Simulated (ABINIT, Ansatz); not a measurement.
# CaC2 (Immm): G0W0 with ABINIT, start to end, part 2 of 3

How does a plane-wave GW calculation on CaC2 (Immm) run from the first input to the gap?

ABINIT 10.8.3; PBEsol and many-body steps on it, plane waves. Known limits of the many-body steps: not at the basis limit; coarse k mesh.

So far. Step 2 (Ground state): The gap is indirect, with the least direct gap 0.26 eV higher.

### Step 3. Bands along the symmetry lines

Level of this step: DFT, PBEsol, plane waves, norm-conserving pseudopotentials (ABINIT).

Levels along a band path, at the cheap level, show where the edges lie and whether the meshes to come will hold them.

The input, run.abi:

```
acell 3*1.0 Angstrom
rprim 
  -1.894876555000 2.443261230000 2.680131180000
  1.894876555000 -2.443261230000 2.680131180000
  1.894876555000 2.443261230000 -2.680131180000
ntypat 2
znucl 20 6
natom 3
typat 1 2 2
xred 
  0.000000000000 0.000000000000 0.000000000000
  0.371239070000 0.500000000000 0.871239070000
  0.628760930000 0.500000000000 0.128760930000
pp_dirpath "pseudos"
pseudos "Ca.upf, C.upf"
ecut 37
iscf -2
irdden 1
kptopt 0
nkpt 92
kpt 
  0.00000000 0.00000000 0.00000000
  0.06250000 0.06250000 -0.06250000
  0.12500000 0.12500000 -0.12500000
  0.18750000 0.18750000 -0.18750000
  0.25000000 0.25000000 -0.25000000
  0.31250000 0.31250000 -0.31250000
  0.37500000 0.37500000 -0.37500000
  0.43750000 0.43750000 -0.43750000
  0.50000000 0.50000000 -0.50000000
  0.48437067 0.51562933 -0.48437067
  0.46874135 0.53125865 -0.46874135
  0.45311202 0.54688798 -0.45311202
  0.43748270 0.56251731 -0.43748270
  0.42185337 0.57814663 -0.42185337
  0.40622404 0.59377596 -0.40622404
  0.39059472 0.60940528 -0.39059472
  0.37496539 0.62503461 -0.37496539
  -0.37496539 0.37496539 0.37496539
  -0.32809472 0.32809472 0.32809472
  -0.28122404 0.28122404 0.28122404
  -0.23435337 0.23435337 0.23435337
  -0.18748270 0.18748270 0.18748270
  -0.14061202 0.14061202 0.14061202
  -0.09374135 0.09374135 0.09374135
  -0.04687067 0.04687067 0.04687067
  0.00000000 0.00000000 0.00000000
  0.05722034 -0.05722034 0.05722034
  0.11444069 -0.11444069 0.11444069
  0.17166103 -0.17166103 0.17166103
  0.22888138 -0.22888138 0.22888138
  0.28610172 -0.28610172 0.28610172
  0.34332207 -0.34332207 0.34332207
  0.40054241 -0.40054241 0.40054241
  0.45776276 -0.45776276 0.45776276
  0.54223724 0.45776276 -0.45776276
  0.53695758 0.46304241 -0.46304241
  0.53167793 0.46832207 -0.46832207
  0.52639828 0.47360172 -0.47360172
  0.52111862 0.47888138 -0.47888138
  0.51583896 0.48416104 -0.48416104
  0.51055931 0.48944069 -0.48944069
  0.50527966 0.49472035 -0.49472035
  0.50000000 0.50000000 -0.50000000
  0.00000000 0.00000000 0.00000000
  0.00000000 0.06250000 0.00000000
  0.00000000 0.12500000 0.00000000
  0.00000000 0.18750000 0.00000000
  0.00000000 0.25000000 0.00000000
  0.00000000 0.31250000 0.00000000
  0.00000000 0.37500000 0.00000000
  0.00000000 0.43750000 0.00000000
  0.00000000 0.50000000 0.00000000
  0.03125000 0.46875000 0.03125000
  0.06250000 0.43750000 0.06250000
  0.09375000 0.40625000 0.09375000
  0.12500000 0.37500000 0.12500000
  0.15625000 0.34375000 0.15625000
  0.18750000 0.31250000 0.18750000
  0.21875000 0.28125000 0.21875000
  0.25000000 0.25000000 0.25000000
  0.28125000 0.21875000 0.21875000
  0.31250000 0.18750000 0.18750000
  0.34375000 0.15625000 0.15625000
  0.37500000 0.12500000 0.12500000
  0.40625000 0.09375000 0.09375000
  0.43750000 0.06250000 0.06250000
  0.46875000 0.03125000 0.03125000
  0.50000000 0.00000000 0.00000000
  0.43750000 0.00000000 0.00000000
  0.37500000 0.00000000 0.00000000
  0.31250000 0.00000000 0.00000000
  0.25000000 0.00000000 0.00000000
  0.18750000 0.00000000 0.00000000
  0.12500000 0.00000000 0.00000000
  0.06250000 0.00000000 0.00000000
  0.00000000 0.00000000 0.00000000
  0.00000000 0.00000000 0.06250000
  0.00000000 0.00000000 0.12500000
  0.00000000 0.00000000 0.18750000
  0.00000000 0.00000000 0.25000000
  0.00000000 0.00000000 0.31250000
  0.00000000 0.00000000 0.37500000
  0.00000000 0.00000000 0.43750000
  0.00000000 0.00000000 0.50000000
  0.03125000 0.03125000 0.46875000
  0.06250000 0.06250000 0.43750000
  0.09375000 0.09375000 0.40625000
  0.12500000 0.12500000 0.37500000
  0.15625000 0.15625000 0.34375000
  0.18750000 0.18750000 0.31250000
  0.21875000 0.21875000 0.28125000
  0.25000000 0.25000000 0.25000000
istwfk *1
nband 16
nbdbuf 2
tolwfr 1e-08
nstep 40
prtwf 0
prtvol 0
indata_prefix "in"
outdata_prefix "out"
tmpdata_prefix "tmp"
```

Started as:

```sh
> OMP_NUM_THREADS=1 mpirun -n 4 abinit run.abi > log
```

Numbers of over 12 decimals in the logs are rounded to 6 here.

Output:

```text
.Version 10.8.3 of ABINIT. v10.8.2 released Aug 2026.

 Symmetries : space group Im m m (# 71); Bravais oI (body-center ortho.)
[... echo of the input left out ...]
== DATASET  1 ==================================================================
-   mpi_nproc: 4, omp_nthreads: 1 (-1 if OMP is not activated)

--- !DatasetInfo
iteration_state: {dtset: 1, }
dimensions: {natom: 3, nkpt: 92, mband: 16, nsppol: 1, nspinor: 1, nspden: 1, mpw: 3630, }
cutoff_energies: {ecut:  37.0, pawecutdg:  -1.0, }
electrons: {nelect:   1.80000000E+01, charge:   0.00000000E+00, occopt:   1.00000000E+00, tsmear:   1.00000000E-02, }

 Real(R)+Recip(G) space primitive vectors, cartesian coordinates (Bohr,Bohr^-1):
 R(1)= -3.5807977  4.6170946  5.0647139  G(1)=  0.0000000  0.1082932  0.0987223
 R(2)=  3.5807977 -4.6170946  5.0647139  G(2)=  0.1396337  0.0000000  0.0987223
 R(3)=  3.5807977  4.6170946 -5.0647139  G(3)=  0.1396337  0.1082932  0.0000000
 Unit cell volume ucvol=  3.3493727E+02 bohr^3
 Angles (23,13,12)=  1.24827126E+02  1.06674293E+02  9.81616827E+01 degrees

 getcut: wavevector=  0.0000  0.0000  0.0000  ngfft=  45  45  45
         ecut(hartree)=     37.000   => boxcut(ratio)=   2.07875

--- Pseudopotential description ------------------------------------------------
- Ca Generated using ONCVPSP code by D. R. Hamann
- 20.00000  10.00000  180301                  znucl, zion, pspdat
12 -116133 2 -1 1746                          pspcod,pspxc,lmax,lloc,mmax
     nproj     2     2     2
  pspatm : epsatm=   12.46101000
         --- l  ekb(1:nproj) -->
             0   10.054847    0.973777
             1    2.998958    0.458102
             2   -3.447298   -1.091650
 pspatm: atomic psp has been read  and splines computed

- C Generated using ONCVPSP code by D. R. Hamann
-  6.00000   4.00000  180301                  znucl, zion, pspdat
12 -116133 1 -1 1248                          pspcod,pspxc,lmax,lloc,mmax
     nproj     2     2     0
  pspatm : epsatm=    4.34909242
         --- l  ekb(1:nproj) -->
[...]
pspatm: atomic psp has been read  and splines computed

--------------------------------------------------------------------------------

================================================================================
 prteigrs : about to open file out_EIG
 Non-SCF case, kpt    1 (  0.00000  0.00000  0.00000), residuals and eigenvalues=
  4.07E-09  2.88E-09  7.82E-09  7.65E-09  6.53E-09  6.86E-09  5.07E-09  5.62E-09
  6.19E-09  6.94E-09  6.61E-09  3.25E-09  3.53E-09  9.16E-09  2.09E-07  1.09E-04
 -1.3228E+00 -6.2796E-01 -6.2776E-01 -6.2370E-01 -3.6151E-01  6.5258E-03
  8.2810E-03  7.0143E-02  7.9588E-02  1.7519E-01  2.2160E-01  2.9386E-01
  3.0537E-01  3.2761E-01  4.1745E-01  4.5844E-01
 Non-SCF case, kpt    2 (  0.06250  0.06250 -0.06250), residuals and eigenvalues=
  7.62E-09  6.86E-09  6.48E-09  4.43E-09  8.36E-09  3.22E-09  4.34E-09  4.15E-09
[...]
3.0939E-01  3.3451E-01  4.1713E-01  4.5102E-01
 Non-SCF case, kpt    3 (  0.12500  0.12500 -0.12500), residuals and eigenvalues=
[...]
3.2019E-01  3.5539E-01  4.1751E-01  4.3246E-01
[...]
Non-SCF case, kpt   91 (  0.21875  0.21875  0.28125), residuals and eigenvalues=
[...]
Non-SCF case, kpt   92 (  0.25000  0.25000  0.25000), residuals and eigenvalues=
[...]
-1.3223E+00 -6.2971E-01 -6.2901E-01 -6.2890E-01 -3.4542E-01 -3.2054E-02
  1.9566E-02  2.2769E-02  6.8588E-02  2.2718E-01  2.4913E-01  3.1832E-01
[...]
--- !ResultsGS
iteration_state: {dtset: 1, }
comment   : Summary of ground state results
lattice_vectors:
- [ -3.5807977,   4.6170946,   5.0647139, ]
- [  3.5807977,  -4.6170946,   5.0647139, ]
- [  3.5807977,   4.6170946,  -5.0647139, ]
lattice_lengths: [   7.73246,    7.73246,    7.73246, ]
lattice_angles: [124.827, 106.674,  98.162, ] # degrees, (23, 13, 12)
lattice_volume:   3.3493727E+02
convergence: {deltae:  0.000E+00, res2:  0.000E+00, residm:  9.983E-09, diffor:  0.000E+00, }
etotal    :  -5.06437868E+01
entropy   :   0.00000000E+00
fermie    :   8.90988714E-02
cartesian_stress_tensor: null
pressure_GPa: null
xred      :
- [  0.0000E+00,   0.0000E+00,   0.0000E+00, Ca]
- [  3.7124E-01,   5.0000E-01,   8.7124E-01,  C]
- [  6.2876E-01,   5.0000E-01,   1.2876E-01,  C]
cartesian_forces: null
force_length_stats: {min: null, max: null, mean: null, }

 Integrated electronic density in atomic spheres:
 ------------------------------------------------
 Atom  Sphere_radius  Integrated_density
[...]
================================================================================

 ----iterations are completed or convergence reached----

 Mean square residual over all n,k,spin=   60.611E-10; max=  99.832E-10
 reduced coordinates (array xred) for    3 atoms
[...]
0.371239070000      0.500000000000      0.871239070000
       0.628760930000      0.500000000000      0.128760930000

 cartesian coordinates (angstrom) at end:
[...]
2      1.894877     1.814068    -0.000000
    3     -0.000000     0.629193     2.680131
 length scales=  1.889726125908  1.889726125908  1.889726125908 bohr
              =  1.000000000000  1.000000000000  1.000000000000 angstroms
 prteigrs : about to open file out_EIG
 Eigenvalues (hartree) for nkpt=  92  k points:
 kpt#   1, nband= 16, wtk=  1.00000, kpt=  0.0000  0.0000  0.0000 (reduced coord)
[...]
kpt#   2, nband= 16, wtk=  1.00000, kpt=  0.0625  0.0625 -0.0625 (reduced coord)
[...]
kpt#   3, nband= 16, wtk=  1.00000, kpt=  0.1250  0.1250 -0.1250 (reduced coord)
[...]
kpt#  91, nband= 16, wtk=  1.00000, kpt=  0.2188  0.2188  0.2813 (reduced coord)
[...]
kpt#  92, nband= 16, wtk=  1.00000, kpt=  0.2500  0.2500  0.2500 (reduced coord)
  -1.32231   -0.62971   -0.62901   -0.62890   -0.34542   -0.03205    0.01957    0.02277
   0.06859    0.22718    0.24913    0.31832    0.37090    0.39078    0.41272    0.42384

== END DATASET(S) ==============================================================
================================================================================

 -outvars: echo values of variables after computation  --------
            nband          16
             nkpt          92
          spgroup          71
 [... the other variables as echoed above ...]

 Calculation completed.
```

It took 38 s on 4 MPI ranks of Arm Neoverse V1, shared host; peak memory 0.33 GiB.

Numbers from this step:

```
gap                        : 2.293 eV
k of the valence top       : 0.2861, -0.2861, 0.2861
k of the conduction bottom : 0, 0, 0
least direct gap           : 2.601 eV
```

The gap is 2.293 eV, −0.049 eV from the run before at this level.

Electronic bands along the path, in eV, zero at the top of the highest filled band:

```tsv
point	band 6	band 7	band 8	band 9	band 10	band 11	band 12	band 13
Γ	-2.30	-2.25	-0.57	-0.31	2.29	3.56	5.52	5.84
halfway	-3.02	-2.63	-0.97	-0.68	4.13	4.70	4.83	6.98
X	-3.41	-2.21	-1.08	-0.89	4.30	4.81	6.65	7.24
halfway	-3.43	-2.15	-1.17	-0.96	4.67	4.91	6.41	6.95
F2	-3.45	-1.98	-1.70	-0.73	5.17	5.54	5.77	6.34
jump to Σ0	-3.45	-1.98	-1.70	-0.73	5.17	5.54	5.77	6.34
halfway	-3.05	-2.45	-1.04	-0.42	3.34	4.93	5.12	6.67
Γ	-2.30	-2.25	-0.57	-0.31	2.29	3.56	5.52	5.84
halfway	-4.02	-1.49	-0.92	-0.05	3.84	5.43	6.00	6.40
Y0	-3.48	-2.19	-0.98	-0.90	4.33	4.90	6.50	7.22
jump to U0	-3.48	-2.19	-0.98	-0.90	4.33	4.90	6.50	7.22
halfway	-3.43	-2.20	-1.05	-0.89	4.31	4.83	6.61	7.24
X	-3.41	-2.21	-1.08	-0.89	4.30	4.81	6.65	7.24
jump to Γ	-2.30	-2.25	-0.57	-0.31	2.29	3.56	5.52	5.84
halfway	-2.89	-2.44	-0.96	-0.67	3.25	4.58	5.64	6.39
R	-3.35	-2.81	-1.29	-0.79	4.31	6.14	6.57	7.07
halfway	-3.35	-2.53	-1.41	-0.70	3.87	5.17	6.37	7.51
W	-3.35	-1.94	-1.85	-0.61	3.71	4.31	6.19	7.62
halfway	-3.90	-1.70	-1.51	-0.41	4.52	4.56	6.35	6.55
S	-4.32	-1.67	-1.01	-0.20	4.71	5.38	6.19	6.73
halfway	-3.66	-1.34	-0.78	-0.70	3.38	4.56	5.51	6.39
Γ	-2.30	-2.25	-0.57	-0.31	2.29	3.56	5.52	5.84
halfway	-3.42	-1.36	-0.95	-0.67	2.73	4.48	5.92	6.40
T	-3.45	-1.43	-1.17	-0.71	2.53	3.79	6.96	7.05
halfway	-3.40	-1.70	-1.54	-0.64	3.25	3.76	6.98	7.55
W	-3.35	-1.94	-1.85	-0.61	3.71	4.31	6.19	7.62
```

The electronic bands as a text plot (rows in eV, shown from -8.0 to 6.4 only; labels by their first letter):

```
    6.1 |++  +   +++   ++ +++++ +   ++ ++ +++++++++ +++  ++     +
    5.5 |++       ++++  ++++++ ++  ++++  +      ++++++++++
    4.9 |  ++  +++++ +++     +++ ++   +   +    +++ +
    4.3 |   +++++   +  +    + + +++ ++ +++ +++++  + +    +++    +
    3.7 |+++         +  ++++       +  +   ++++     + ++++   +++++
    3.1 | +           ++     +      ++              +
    2.5 |+              +++++      +                 ++++++++++
    1.9 |
    1.3 |
    0.7 |
    0.1 |                     *
   -0.5 |*****     *********** **  ****  ************************
   -1.1 | *********  ***    ******* ******     ******    ******
   -1.7 |         ***      *  **          ********** ***** ******
   -2.3 |***  *************     *******   **
   -2.9 |  ***        **   *        ******           ****
   -3.5 |    *********      *   ***    ********     *    ********
   -4.1 |                    ***               *****
   -4.7 |
   -5.3 |
   -5.9 |
   -6.5 |
   -7.1 |
   -7.7 |
         Γ      XF|Σ      Γ     YX|Γ    R   W    S    Γ      T  W
```

### Step 4. Empty states on the mesh, 4×4×4 mesh, 37 bands

The sums over transitions need many empty states on a uniform mesh; this step solves for them.

The input, run.abi:

```
acell 3*1.0 Angstrom
rprim 
  -1.894876555000 2.443261230000 2.680131180000
  1.894876555000 -2.443261230000 2.680131180000
  1.894876555000 2.443261230000 -2.680131180000
ntypat 2
znucl 20 6
natom 3
typat 1 2 2
xred 
  0.000000000000 0.000000000000 0.000000000000
  0.371239070000 0.500000000000 0.871239070000
  0.628760930000 0.500000000000 0.128760930000
pp_dirpath "pseudos"
pseudos "Ca.upf, C.upf"
ecut 37
ngkpt 4 4 4
nshiftk 1
shiftk 0 0 0
kptopt 1
chksymbreak 0
iscf -2
irdden 1
istwfk *1
nband 37
nbdbuf 4
tolwfr 1e-09
nstep 60
prtvol 0
indata_prefix "in"
outdata_prefix "out"
tmpdata_prefix "tmp"
```

Output:

```text
.Version 10.8.3 of ABINIT. v10.8.2 released Aug 2026.

 Symmetries : space group Im m m (# 71); Bravais oI (body-center ortho.)
[... echo of the input left out ...]
== DATASET  1 ==================================================================
-   mpi_nproc: 4, omp_nthreads: 1 (-1 if OMP is not activated)

--- !DatasetInfo
iteration_state: {dtset: 1, }
dimensions: {natom: 3, nkpt: 18, mband: 37, nsppol: 1, nspinor: 1, nspden: 1, mpw: 3625, }
cutoff_energies: {ecut:  37.0, pawecutdg:  -1.0, }
electrons: {nelect:   1.80000000E+01, charge:   0.00000000E+00, occopt:   1.00000000E+00, tsmear:   1.00000000E-02, }

 Real(R)+Recip(G) space primitive vectors, cartesian coordinates (Bohr,Bohr^-1):
 R(1)= -3.5807977  4.6170946  5.0647139  G(1)=  0.0000000  0.1082932  0.0987223
 R(2)=  3.5807977 -4.6170946  5.0647139  G(2)=  0.1396337  0.0000000  0.0987223
 R(3)=  3.5807977  4.6170946 -5.0647139  G(3)=  0.1396337  0.1082932  0.0000000
 Unit cell volume ucvol=  3.3493727E+02 bohr^3
 Angles (23,13,12)=  1.24827126E+02  1.06674293E+02  9.81616827E+01 degrees

 getcut: wavevector=  0.0000  0.0000  0.0000  ngfft=  45  45  45
         ecut(hartree)=     37.000   => boxcut(ratio)=   2.07875

--- Pseudopotential description ------------------------------------------------
- Ca Generated using ONCVPSP code by D. R. Hamann
- 20.00000  10.00000  180301                  znucl, zion, pspdat
12 -116133 2 -1 1746                          pspcod,pspxc,lmax,lloc,mmax
     nproj     2     2     2
  pspatm : epsatm=   12.46101000
         --- l  ekb(1:nproj) -->
             0   10.054847    0.973777
             1    2.998958    0.458102
             2   -3.447298   -1.091650
 pspatm: atomic psp has been read  and splines computed

- C Generated using ONCVPSP code by D. R. Hamann
-  6.00000   4.00000  180301                  znucl, zion, pspdat
12 -116133 1 -1 1248                          pspcod,pspxc,lmax,lloc,mmax
     nproj     2     2     0
  pspatm : epsatm=    4.34909242
         --- l  ekb(1:nproj) -->
[...]
pspatm: atomic psp has been read  and splines computed

--------------------------------------------------------------------------------

================================================================================
 prteigrs : about to open file out_EIG
 Non-SCF case, kpt    1 (  0.00000  0.00000  0.00000), residuals and eigenvalues=
  2.78E-10  1.77E-10  3.11E-10  2.23E-10  1.88E-10  7.38E-10  6.81E-10  7.89E-10
  1.78E-10  4.63E-10  6.31E-10  3.04E-10  3.11E-10  4.01E-10  4.65E-10  2.76E-10
  1.88E-10  7.12E-10  7.38E-10  5.56E-10  8.17E-10  5.94E-10  4.50E-10  6.98E-10
[...]
3.92E-10  1.94E-07  1.64E-07  1.12E-06  6.21E-06
 -1.3228E+00 -6.2796E-01 -6.2776E-01 -6.2370E-01 -3.6151E-01  6.5258E-03
  8.2810E-03  7.0143E-02  7.9588E-02  1.7519E-01  2.2160E-01  2.9386E-01
  3.0537E-01  3.2761E-01  4.1745E-01  4.5802E-01  4.8907E-01  4.9396E-01
  6.1125E-01  6.5102E-01  6.8703E-01  7.0285E-01  7.6154E-01  7.6943E-01
  8.2167E-01  8.2319E-01  9.6146E-01  9.7798E-01  1.0016E+00  1.0332E+00
  1.1046E+00  1.1404E+00  1.1911E+00  1.2406E+00  1.2681E+00  1.3016E+00
  1.3051E+00
 prteigrs : prtvol=0 or 1, do not print more k-points.

--- !ResultsGS
iteration_state: {dtset: 1, }
comment   : Summary of ground state results
lattice_vectors:
- [ -3.5807977,   4.6170946,   5.0647139, ]
- [  3.5807977,  -4.6170946,   5.0647139, ]
- [  3.5807977,   4.6170946,  -5.0647139, ]
lattice_lengths: [   7.73246,    7.73246,    7.73246, ]
lattice_angles: [124.827, 106.674,  98.162, ] # degrees, (23, 13, 12)
lattice_volume:   3.3493727E+02
convergence: {deltae:  0.000E+00, res2:  0.000E+00, residm:  9.995E-10, diffor:  0.000E+00, }
etotal    :  -5.06437868E+01
entropy   :   0.00000000E+00
fermie    :   8.90988714E-02
cartesian_stress_tensor: null
pressure_GPa: null
xred      :
- [  0.0000E+00,   0.0000E+00,   0.0000E+00, Ca]
- [  3.7124E-01,   5.0000E-01,   8.7124E-01,  C]
- [  6.2876E-01,   5.0000E-01,   1.2876E-01,  C]
cartesian_forces: null
force_length_stats: {min: null, max: null, mean: null, }

 Integrated electronic density in atomic spheres:
 ------------------------------------------------
 Atom  Sphere_radius  Integrated_density
[...]
================================================================================

 ----iterations are completed or convergence reached----

 Mean square residual over all n,k,spin=   49.753E-11; max=  99.948E-11
 reduced coordinates (array xred) for    3 atoms
[...]
0.371239070000      0.500000000000      0.871239070000
       0.628760930000      0.500000000000      0.128760930000

 cartesian coordinates (angstrom) at end:
    1      0.000000     0.000000     0.000000
    2      1.894877     1.814068    -0.000000
    3     -0.000000     0.629193     2.680131
 length scales=  1.889726125908  1.889726125908  1.889726125908 bohr
              =  1.000000000000  1.000000000000  1.000000000000 angstroms
 prteigrs : about to open file out_EIG
 Eigenvalues (hartree) for nkpt=  18  k points:
 kpt#   1, nband= 37, wtk=  0.01563, kpt=  0.0000  0.0000  0.0000 (reduced coord)
[...]
0.48907    0.49396    0.61125    0.65102    0.68703    0.70285    0.76154    0.76943
   0.82167    0.82319    0.96146    0.97798    1.00157    1.03318    1.10464    1.14038
   1.19110    1.24064    1.26815    1.30157    1.30511
 prteigrs : prtvol=0 or 1, do not print more k-points.

== END DATASET(S) ==============================================================
================================================================================

 -outvars: echo values of variables after computation  --------
            nband          37
             nkpt          18
          spgroup          71
 [... the other variables as echoed above ...]

 Calculation completed.
```

It took 16 s on 4 MPI ranks; peak memory 0.29 GiB.

Numbers from this step:

- gap: 2.291 eV
- k of the valence top: 0.25, -0.25, 0.25
- k of the conduction bottom: 0, 0, 0
- least direct gap: 2.601 eV
- k points computed: 18
- lowest point of the top converged band, above the valence top: 27.37 eV

On this mesh the gap is 2.291 eV.

[end of part 2 of 3]

[Paths, hosts, dates, memory and timing lines, banners, echoed tables and standing remarks are left out of the program output.]

[Logs are printed without paths, hosts, clocks, repeated set-up lines and the standing remarks that a program may print on its own settings, such as how far it seeks lower states.]

[Runs of the session that timed out or met a known fault of the program may be left out.]

[Hosts, paths, dates, database ids (printed as entryN), source tags and the programs' standing remarks are cut or masked in the printed files.]

[G0W0 gaps are taken among the corrected bands and points alone; a level outside them can change the order at an edge.]

[Where Ansatz stands beside ABINIT at settings called matched, ABINIT's density can come from a denser mesh and the files from another edition; pairs whose starting gaps differed by over 0.03 eV were left out, so agreement reads better than it is.]
